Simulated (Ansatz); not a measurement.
# F on Co(0001): change of the work function, part 2 of 4

How does F on the fcc site change the work function of Co(0001) as the layer fills?

Ansatz 0.2.0; plane-wave DFT, PBE, Ansatz PAW (set soft_1); PAW set soft_1.

So far, work function, upper face (eV): step 2 (the clean slab) 4.92.

### 3. Adsorbate added, k-mesh 4×4×1, coverage 0.111 ML

System of this step: F/Co(0001). The cell holds 37 atoms: 36 Co and 1 F. Its edges and angles: a = 7.530 Å, b = 7.530 Å, c = 25.232 Å, α = 90.0°, β = 90.0°, γ = 60.0°. Vacuum lies along c.

The clean slab as it ended is repeated in the plane and the adsorbate is set on one face; the cell's size fixes the coverage, and the k-mesh shrinks with it to keep the sampling density about even. Adsorbate and upper layers relax, since the dipole depends on the height.

Input file input.yaml:

```yaml
crystal:
  lattice:
    - [7.53, 0.0, 0.0]
    - [3.765, 6.5211712905, 0.0]
    - [0.0, 0.0, 25.2315073062]
  atoms:
    - { symbol: Co, position: [0.2222222222, 0.2222222222, 0.3566968826], spin: 1.82 }
    - { symbol: Co, position: [0.0, 0.0, 0.4373741872], spin: 1.76 }
    - { symbol: Co, position: [0.2222222222, 0.2222222222, 0.5184353712], spin: 1.74 }
    - { symbol: Co, position: [0.0, 0.0, 0.5955323834], spin: 1.79 }
    - { symbol: Co, position: [0.2222222222, 0.5555555556, 0.3566968826], spin: 1.82 }
    - { symbol: Co, position: [0.0, 0.3333333333, 0.4373741872], spin: 1.76 }
    - { symbol: Co, position: [0.2222222222, 0.5555555556, 0.5184353712], spin: 1.74 }
    - { symbol: Co, position: [0.0, 0.3333333333, 0.5955323834], spin: 1.79 }
    - { symbol: Co, position: [0.2222222222, 0.8888888889, 0.3566968826], spin: 1.82 }
    - { symbol: Co, position: [0.0, 0.6666666667, 0.4373741872], spin: 1.76 }
    - { symbol: Co, position: [0.2222222222, 0.8888888889, 0.5184353712], spin: 1.74 }
    - { symbol: Co, position: [0.0, 0.6666666667, 0.5955323834], spin: 1.79 }
    - { symbol: Co, position: [0.5555555556, 0.2222222222, 0.3566968826], spin: 1.82 }
    - { symbol: Co, position: [0.3333333333, 0.0, 0.4373741872], spin: 1.76 }
    - { symbol: Co, position: [0.5555555556, 0.2222222222, 0.5184353712], spin: 1.74 }
    - { symbol: Co, position: [0.3333333333, 0.0, 0.5955323834], spin: 1.79 }
    - { symbol: Co, position: [0.5555555556, 0.5555555556, 0.3566968826], spin: 1.82 }
    - { symbol: Co, position: [0.3333333333, 0.3333333333, 0.4373741872], spin: 1.76 }
    - { symbol: Co, position: [0.5555555556, 0.5555555556, 0.5184353712], spin: 1.74 }
    - { symbol: Co, position: [0.3333333333, 0.3333333333, 0.5955323834], spin: 1.79 }
    - { symbol: Co, position: [0.5555555556, 0.8888888889, 0.3566968826], spin: 1.82 }
    - { symbol: Co, position: [0.3333333333, 0.6666666667, 0.4373741872], spin: 1.76 }
    - { symbol: Co, position: [0.5555555556, 0.8888888889, 0.5184353712], spin: 1.74 }
    - { symbol: Co, position: [0.3333333333, 0.6666666667, 0.5955323834], spin: 1.79 }
    - { symbol: Co, position: [0.8888888889, 0.2222222222, 0.3566968826], spin: 1.82 }
    - { symbol: Co, position: [0.6666666667, 0.0, 0.4373741872], spin: 1.76 }
    - { symbol: Co, position: [0.8888888889, 0.2222222222, 0.5184353712], spin: 1.74 }
    - { symbol: Co, position: [0.6666666667, 0.0, 0.5955323834], spin: 1.79 }
    - { symbol: Co, position: [0.8888888889, 0.5555555556, 0.3566968826], spin: 1.82 }
    - { symbol: Co, position: [0.6666666667, 0.3333333333, 0.4373741872], spin: 1.76 }
    - { symbol: Co, position: [0.8888888889, 0.5555555556, 0.5184353712], spin: 1.74 }
    - { symbol: Co, position: [0.6666666667, 0.3333333333, 0.5955323834], spin: 1.79 }
    - { symbol: Co, position: [0.8888888889, 0.8888888889, 0.3566968826], spin: 1.82 }
    - { symbol: Co, position: [0.6666666667, 0.6666666667, 0.4373741872], spin: 1.76 }
    - { symbol: Co, position: [0.8888888889, 0.8888888889, 0.5184353712], spin: 1.74 }
    - { symbol: Co, position: [0.6666666667, 0.6666666667, 0.5955323834], spin: 1.79 }
    - { symbol: F, position: [0.1111111111, 0.1111111111, 0.6433031174] }
magnetization:
  spin_polarized: true
kpoints:
  mp_grid: { grid: [4, 4, 1] }
hamiltonian:
  xc: pbe
  pseudopotentials: { kind: paw, azcp: { folder: soft_1 } }
scf:
  occupations: { method: fermi_dirac, width: 0.1 }
  convergence: { dr2_threshold: 1.0e-08 }
efield:
  axis: 3
  dipole_correction: true
  ramp_position: 0.97
  ramp_width: 0.06
relax:
  f_tol: 0.02
  max_steps: 60
  constraints:
    - { sites: [0, 1, 4, 5, 8, 9, 12, 13, 16, 17, 20, 21, 24, 25, 28, 29, 32, 33] }
output:
  write_potential: true
  write_density: true
  volumetric_format: npy
```

Command:

```
> ansatz run input.yaml --threads 4 --pin off --max-ram 16384MiB --backend cpu --events-out ev --progress --plain --runs-dir out
```

What it wrote:

```text
[...]
Crystal: 37 atoms, lattice volume = 1238.979 Å³
Basis set: ecut = 420 eV, 24277 PW (Γ), exchange–correlation on 108×108×360 points (8 copies of the dense FFT grid, shifted against one another)
Bands: 410, of which v1, the nominal top of the filled ones, is band 310 counted from 1 (309 counted from 0)
Symmetry: 6 space group operations
k-points: 4 of 16 (time reversal used)
[...]
Starting moments: Σ|m| = 63.99 μB on 36 of 37 sites
[...]
SCF iter   1: F=—  HF=-185321.061206 eV  |F-HF|=—  |Δ(HF+E_count)|=         —  Δρ=3.89e-2 (↑1.24e-2 ↓3.89e-2)  dr2=4.85e1  dr2_m=4.71e0  M=63.147 μB ∫|m|=65.119 μB  β_m=1.00  ethr=3.10e-3  p=-0.000 e·Å  D=-4.02e-7 V/Å  ΔV_dip=0.00 eV  dr2_dipole=1.01e-2  V_vac-E_F(+/−)=7.45/7.45 eV  ⟨swp⟩=8.2  Hψ=16021  notcnv=0  defer=302
[...]
SCF iter  16: F=-185337.046291 eV  HF=-185337.046291 eV  |F-HF|=1.16e-9  |Δ(HF+E_count)|=   2.32e-8  Δρ=4.07e-7 (↑1.44e-7 ↓4.07e-7)  dr2=3.02e-9  dr2_m=3.89e-10  M=61.757 μB ∫|m|=67.595 μB  ethr=1.00e-12  p=0.037 e·Å  D=5.36e-3 V/Å  ΔV_dip=-0.14 eV  dr2_dipole=1.54e-10  V_vac-E_F(+/−)=4.85/4.99 eV  ⟨swp⟩=6.5  Hψ=19445  notcnv=0
SCF 1 converged in 16 iterations: F = -185337.046291 eV  dr2 = 3.02e-9
[...]
relax step   1: F+E_penalty+E_count = -185337.04629055 eV  Δ(F+E_penalty+E_count) = +0.000e0 eV  max|allowed force component| = 3.393e0 eV/Å  Δτ_max = 0.0000 Å  (16 SCF iters, accepted)
[...]
SCF iter  13: F=-185337.312793 eV  HF=-185337.312793 eV  |F-HF|=4.31e-9  |Δ(HF+E_count)|=   1.06e-8  Δρ=6.73e-7 (↑1.68e-7 ↓6.73e-7)  dr2=7.19e-9  dr2_m=1.00e-9  M=61.818 μB ∫|m|=67.672 μB  ethr=1.00e-12  p=0.016 e·Å  D=2.33e-3 V/Å  ΔV_dip=-0.06 eV  dr2_dipole=1.41e-10  V_vac-E_F(+/−)=4.93/4.99 eV  ⟨swp⟩=6.5  Hψ=18829  notcnv=0
SCF 2 converged in 13 iterations: F = -185337.312793 eV  dr2 = 7.19e-9
[...]
relax step   2: F+E_penalty+E_count = -185337.31279293 eV  Δ(F+E_penalty+E_count) = -2.665e-1 eV  max|allowed force component| = 2.192e0 eV/Å  Δτ_max = 0.0934 Å  (13 SCF iters, accepted)
SCF iter   1: F=—  HF=-185337.561497 eV  |F-HF|=—  |Δ(HF+E_count)|=         —  Δρ=2.75e-3 (↑2.75e-3 ↓2.16e-3)  dr2=1.99e-1  dr2_m=2.63e-2  M=61.842 μB ∫|m|=67.690 μB  β_m=1.00  ethr=4.32e-4  p=0.016 e·Å  D=2.33e-3 V/Å  ΔV_dip=-0.06 eV  dr2_dipole=2.88e-2  V_vac-E_F(+/−)=4.94/5.00 eV  ⟨swp⟩=5.2  Hψ=8676  notcnv=0  defer=407
[...]
SCF iter  14: F=-185337.535670 eV  HF=-185337.535670 eV  |F-HF|=1.57e-9  |Δ(HF+E_count)|=   1.43e-9  Δρ=3.90e-7 (↑1.63e-7 ↓3.90e-7)  dr2=3.01e-9  dr2_m=2.82e-10  M=61.874 μB ∫|m|=67.729 μB  ethr=1.00e-12  p=-0.039 e·Å  D=-5.72e-3 V/Å  ΔV_dip=0.14 eV  dr2_dipole=1.82e-10  V_vac-E_F(+/−)=5.13/4.99 eV  ⟨swp⟩=6.4  Hψ=19081  notcnv=0
SCF 3 converged in 14 iterations: F = -185337.535670 eV  dr2 = 3.01e-9
relax step   3: F+E_penalty+E_count = -185337.53567024 eV  Δ(F+E_penalty+E_count) = -2.229e-1 eV  max|allowed force component| = 2.333e-1 eV/Å  Δτ_max = 0.2000 Å  (14 SCF iters, accepted)
[...]
relax step   4: F+E_penalty+E_count = -185337.54417758 eV  Δ(F+E_penalty+E_count) = -8.507e-3 eV  max|allowed force component| = 2.748e-2 eV/Å  Δτ_max = 0.0187 Å  (12 SCF iters, accepted)
SCF iter   1: F=—  HF=-185337.544813 eV  |F-HF|=—  |Δ(HF+E_count)|=         —  Δρ=2.05e-4 (↑2.05e-4 ↓1.56e-4)  dr2=6.42e-4  dr2_m=2.38e-4  M=61.905 μB ∫|m|=67.768 μB  β_m=1.00  ethr=2.61e-6  p=-0.049 e·Å  D=-7.09e-3 V/Å  ΔV_dip=0.18 eV  dr2_dipole=6.35e-5  V_vac-E_F(+/−)=5.17/4.99 eV  ⟨swp⟩=2.9  Hψ=5562  notcnv=0  defer=408
[...]
SCF iter  10: F=-185337.544573 eV  HF=-185337.544573 eV  |F-HF|=3.90e-9  |Δ(HF+E_count)|=   1.45e-8  Δρ=6.04e-7 (↑2.40e-7 ↓6.04e-7)  dr2=7.13e-9  dr2_m=6.93e-10  M=61.901 μB ∫|m|=67.764 μB  ethr=1.00e-12  p=-0.047 e·Å  D=-6.86e-3 V/Å  ΔV_dip=0.17 eV  dr2_dipole=4.46e-10  V_vac-E_F(+/−)=5.16/4.99 eV  ⟨swp⟩=6.0  Hψ=19321  notcnv=0
SCF 5 converged in 10 iterations: F = -185337.544573 eV  dr2 = 7.13e-9
relax step   5: F+E_penalty+E_count = -185337.54457336 eV  Δ(F+E_penalty+E_count) = -3.958e-4 eV  max|allowed force component| = 2.546e-3 eV/Å  Δτ_max = 0.0074 Å  (10 SCF iters, accepted)
NSCF: frozen V_eff on 4 k-points
[...]
SCF converged after 10 iterations
Magnetization: 61.9010 μB (340.4505 up, 278.5495 down)
Absolute magnetization: 67.8275 μB (∫|ρ↑−ρ↓|, with the PAW one-centre terms)
[...]
Per-site moments (μB) at R_I (Å): [(1.816224, 1.030734), (1.767255, 1.028920), (1.768945, 0.994143), (1.795824, 0.856457), (1.819332, 1.030734), (1.767255, 1.028920), (1.729816, 0.994965), (1.795824, 0.856457), (1.816224, 1.030734), (1.752751, 1.026832), (1.768945, 0.994143), (1.825428, 0.997733), (1.819332, 1.030734), (1.767255, 1.028920), (1.729816, 0.994965), (1.795824, 0.856457), (1.819332, 1.030734), (1.757933,  [...]
Free energy (F): -185337.544573 eV
[...]
Internal energy: -185336.345615 eV  (E = F + TS)
E sigma→0 (E₀):  -185336.945094 eV
Entropy (-TS):   -1.198958 eV (-32.404 meV/atom)
Fermi energy:    2.599299 eV
Dipole field:    D = -0.006846 V/Å  (p = -0.046872 e·Å, saw-weighted, corrected)
Work function:   Φ+ = 5.1611 eV   Φ− = 4.9884 eV
[...]
--- Forces (eV/Å), atoms counted from 1 ---
  atom   1  Co    -0.00307774    -0.00177694     0.49848038
  atom   2  Co     0.01214135     0.00700981    -0.44208816
  atom   3  Co    -0.00050513    -0.00029164     0.00149209
  atom   4  Co    -0.00197488    -0.00114020     0.00098370
  atom   5  Co     0.00020055    -0.00011579     0.48615057
  atom   6  Co     0.00000000    -0.01401962    -0.44208816
  atom   7  Co    -0.00047482     0.00027414    -0.00121378
  atom   8  Co     0.00000000     0.00228040     0.00098370
  atom   9  Co     0.00000000     0.00355387     0.49848038
  atom  10  Co    -0.03805969     0.02197377    -0.52514920
  atom  11  Co     0.00000000     0.00058327     0.00149209
  atom  12  Co     0.00026335    -0.00015205    -0.00008386
  atom  13  Co    -0.00000000     0.00023157     0.48615057
  atom  14  Co    -0.01214135     0.00700981    -0.44208816
  atom  15  Co     0.00000000    -0.00054828    -0.00121378
  atom  16  Co     0.00197488    -0.00114020     0.00098370
  atom  17  Co    -0.00020055    -0.00011579     0.48615057
  atom  18  Co    -0.02463635    -0.01422380    -0.50656099
  atom  19  Co     0.00047482     0.00027414    -0.00121378
  atom  20  Co    -0.00072033    -0.00041588    -0.00013433
  atom  21  Co    -0.01285254     0.00742042     0.49068526
  atom  22  Co    -0.00000000     0.02844760    -0.50656099
  atom  23  Co     0.00028851    -0.00016657    -0.00172763
  atom  24  Co    -0.00000000     0.00083176    -0.00013433
  atom  25  Co     0.00307774    -0.00177694     0.49848038
  atom  26  Co     0.00000000    -0.04394754    -0.52514920
  atom  27  Co     0.00050513    -0.00029164     0.00149209
  atom  28  Co    -0.00000000     0.00030409    -0.00008386
  atom  29  Co     0.00000000    -0.01484083     0.49068526
  atom  30  Co     0.02463635    -0.01422380    -0.50656099
  atom  31  Co    -0.00000000     0.00033314    -0.00172763
  atom  32  Co     0.00072033    -0.00041588    -0.00013433
  atom  33  Co     0.01285254     0.00742042     0.49068526
  atom  34  Co     0.03805969     0.02197377    -0.52514920
  atom  35  Co    -0.00028851    -0.00016657    -0.00172763
  atom  36  Co    -0.00026335    -0.00015205    -0.00008386
  atom  37  F      0.00000000    -0.00000000    -0.00254586
  max |Σ_I F_I| component: 4.37e-5 eV/Å
--- Band table (eV; the first three rows and the last of 8) ---
  k-point 0 ↑: bands = [... 306 lower, 1.4309, 1.4309, 1.4400, 1.4400, 1.4544, 1.4544, 1.4626, 1.4777, ... 96 higher]
  k-point 1 ↑: bands = [... 306 lower, 1.4342, 1.4477, 1.4564, 1.4597, 1.4848, 1.5045, 1.5203, 1.5240, ... 96 higher]
  k-point 2 ↑: bands = [... 306 lower, 1.4836, 1.4939, 1.5096, 1.5141, 1.5159, 1.5251, 1.5276, 1.5361, ... 96 higher]
  k-point 3 ↓: bands = [... 306 lower, 3.4562, 3.4626, 3.4903, 3.4969, 3.5116, 3.5209, 3.5255, 3.5420, ... 96 higher]
--- Relaxed structure (5 steps of the walk, 5 accepted, 0 SCFs on fresh bases) ---
  F+E_penalty+E_count = -185337.54457336 eV   max|allowed force component| = 2.546e-3 eV/Å
  atoms:
    - { symbol: Co, position: [0.222222, 0.222222, 0.3566968826] }
    - { symbol: Co, position: [1.111110e-11, 1.111110e-11, 0.4373741872] }
    - { symbol: Co, position: [0.221681, 0.221681, 0.519273] }
    - { symbol: Co, position: [-0.00274818, -0.00274818, 0.597865] }
    - { symbol: Co, position: [0.222222, 0.555556, 0.3566968826] }
    - { symbol: Co, position: [1.111111e-11, 0.333333, 0.4373741872] }
    - { symbol: Co, position: [0.221670, 0.555832, 0.517693] }
    - { symbol: Co, position: [-0.00274818, 0.338830, 0.597865] }
    - { symbol: Co, position: [0.222222, 0.888889, 0.3566968826] }
    - { symbol: Co, position: [-2.222222e-11, 0.666667, 0.4373741872] }
    - { symbol: Co, position: [0.221681, 0.889971, 0.519273] }
    - { symbol: Co, position: [8.939404e-5, 0.666622, 0.594693] }
    - { symbol: Co, position: [0.555556, 0.222222, 0.3566968826] }
    - { symbol: Co, position: [0.333333, 1.111110e-11, 0.4373741872] }
    - { symbol: Co, position: [0.555832, 0.221670, 0.517693] }
    - { symbol: Co, position: [0.338830, -0.00274818, 0.597865] }
    - { symbol: Co, position: [0.555556, 0.555556, 0.3566968826] }
    - { symbol: Co, position: [0.333333, 0.333333, 0.4373741872] }
    - { symbol: Co, position: [0.555832, 0.555832, 0.517693] }
    - { symbol: Co, position: [0.335586, 0.335586, 0.594485] }
    - { symbol: Co, position: [0.555556, 0.888889, 0.3566968826] }
    - { symbol: Co, position: [0.333333, 0.666667, 0.4373741872] }
    - { symbol: Co, position: [0.554260, 0.889537, 0.518076] }
    - { symbol: Co, position: [0.335586, 0.662162, 0.594485] }
    - { symbol: Co, position: [0.888889, 0.222222, 0.3566968826] }
    - { symbol: Co, position: [0.666667, -2.222223e-11, 0.4373741872] }
    - { symbol: Co, position: [0.889971, 0.221681, 0.519273] }
    - { symbol: Co, position: [0.666622, 8.939404e-5, 0.594693] }
    - { symbol: Co, position: [0.888889, 0.555556, 0.3566968826] }
    - { symbol: Co, position: [0.666667, 0.333333, 0.4373741872] }
    - { symbol: Co, position: [0.889537, 0.554260, 0.518076] }
    - { symbol: Co, position: [0.662162, 0.335586, 0.594485] }
    - { symbol: Co, position: [0.888889, 0.888889, 0.3566968826] }
    - { symbol: Co, position: [0.666667, 0.666667, 0.4373741872] }
    - { symbol: Co, position: [0.889537, 0.889537, 0.518076] }
    - { symbol: Co, position: [0.666622, 0.666622, 0.594693] }
    - { symbol: F, position: [0.111111, 0.111111, 0.655376] }
```

The job ended after 24 min (4 threads of Arm Neoverse V1, shared host; peak memory 9.8 GiB).

Relaxation path:

```tsv
step	energy less that of the first step (eV)	largest force component (eV/Å)
1	0.0000	3.3932
2	-0.2665	2.1918
3	-0.4894	0.2333
4	-0.4979	0.0275
5	-0.4983	0.0025
```

Forces are held to the 6 operations that the program found; a distortion that breaks them can't arise in this run.

The atoms that moved most (Å):

```tsv
atom	dx	dy	dz	length
F37	0.000	0.000	0.305	0.305
Co4	-0.031	-0.018	0.059	0.069
Co16	0.031	-0.018	0.059	0.069
Co8	0.000	0.036	0.059	0.069
Co24	0.000	-0.029	-0.026	0.040
Co32	-0.025	0.015	-0.026	0.040
Co20	0.025	0.015	-0.026	0.040
Co27	0.006	-0.004	0.021	0.022
```

The relaxed structure:

```xyz
37
Lattice="7.5300 0.0000 0.0000 3.7650 6.5212 0.0000 0.0000 0.0000 25.2315" Properties=species:S:1:pos:R:3
Co    2.5100    1.4491    9.0000
Co    0.0000    0.0000   11.0356
Co    2.5039    1.4456   13.1020
Co   -0.0310   -0.0179   15.0850
Co    3.7650    3.6229    9.0000
Co    1.2550    2.1737   11.0356
Co    3.7619    3.6247   13.0622
Co    1.2550    2.2096   15.0850
Co    5.0200    5.7966    9.0000
Co    2.5100    4.3474   11.0356
Co    5.0200    5.8037   13.1020
Co    2.5105    4.3472   15.0050
Co    5.0200    1.4491    9.0000
Co    2.5100    0.0000   11.0356
Co    5.0200    1.4455   13.0622
Co    2.5410   -0.0179   15.0850
Co    6.2750    3.6229    9.0000
Co    3.7650    2.1737   11.0356
Co    6.2781    3.6247   13.0622
Co    3.7904    2.1884   14.9998
Co    7.5300    5.7966    9.0000
Co    5.0200    4.3474   11.0356
Co    7.5227    5.8008   13.0718
Co    5.0200    4.3181   14.9998
Co    7.5300    1.4491    9.0000
Co    5.0200    0.0000   11.0356
Co    7.5361    1.4456   13.1020
Co    5.0200    0.0006   15.0050
Co    8.7850    3.6229    9.0000
Co    6.2750    2.1737   11.0356
Co    8.7850    3.6144   13.0718
Co    6.2496    2.1884   14.9998
Co   10.0400    5.7966    9.0000
Co    7.5300    4.3474   11.0356
Co   10.0473    5.8008   13.0718
Co    7.5295    4.3472   15.0050
F     1.2550    0.7246   16.5361
```

Read from the output:

```yaml
energy_at_zero_smearing: -185336.9451 eV
total_moment: 61.90 μB
work_function_upper_face: 5.161 eV
work_function_lower_face: 4.988 eV
dipole_along_the_normal: -0.04687 e·Å
step_between_the_vacuum_levels: 0.1727 eV
```

Running mean over 2.03561 Å of the planar mean; the ramp of the sawtooth is left out. Table of electron's electrostatic potential energy less the Fermi level by z:

```tsv
z (Å)	electron's electrostatic potential energy less the Fermi level (eV)
3.5	4.99
4.0	4.99
4.5	4.99
5.0	4.98
5.5	4.97
6.0	4.93
6.5	4.76
7.0	4.21
7.5	1.86
8.0	-3.22
8.5	-8.07
9.0	-9.85
9.5	-10.0
10.0	-10.1
10.5	-10.1
11.0	-10.1
11.5	-10.1
12.0	-10.0
12.5	-10.1
13.0	-10.2
13.5	-10.6
14.0	-10.9
14.5	-10.7
15.0	-10.1
15.5	-8.65
16.0	-4.16
16.5	1.02
17.0	3.64
17.5	4.55
18.0	5.02
18.5	5.14
19.0	5.16
19.5	5.16
20.0	5.16
20.5	5.16
21.0	5.16
21.5	5.16
22.0	5.16
```

Site moment by element, in μB:

```tsv
element	atoms	mean	spread (r.m.s.)	least	largest
Co	36	1.78	0.03	1.72	1.83
F	1	0.09	0.00	0.09	0.09
```

The atoms farthest from the mean of their element:

```tsv
atom	x, y, z (Å)	site moment (μB)
Co31	8.79, 3.61, 13.07	1.72
Co35	10.05, 5.80, 13.07	1.72
Co23	7.52, 5.80, 13.07	1.72
Co19	6.28, 3.62, 13.06	1.73
Co7	3.76, 3.62, 13.06	1.73
Co15	5.02, 1.45, 13.06	1.73
Co28	5.02, 0.00, 15.00	1.83
Co12	2.51, 4.35, 15.00	1.83
```

The relaxation took 5 steps and lowered the energy by 0.50 eV; the largest force on the free atoms ends at 0.0025 eV/Å.

The covered face has 5.16 eV, +0.24 eV against the clean one; the bare back face has moved by +0.00 eV, a measure of how thin the slab is.

[end of part 2 of 4]

[Long decimals in the printed logs are rounded to 6 places.]

[Logs are printed without paths, hosts, clocks, repeated set-up lines and the standing remarks that a program may print on its own settings, such as how far it seeks lower states.]

[Hosts, paths, dates, database ids (printed as entryN), source tags and the programs' standing remarks are cut or masked in the printed files.]

[Maps of the electrostatic potential energy from Ansatz leave out the sawtooth potential of an applied field or a dipole correction, so their vacuum need not be flat; planar profiles and work functions include it.]
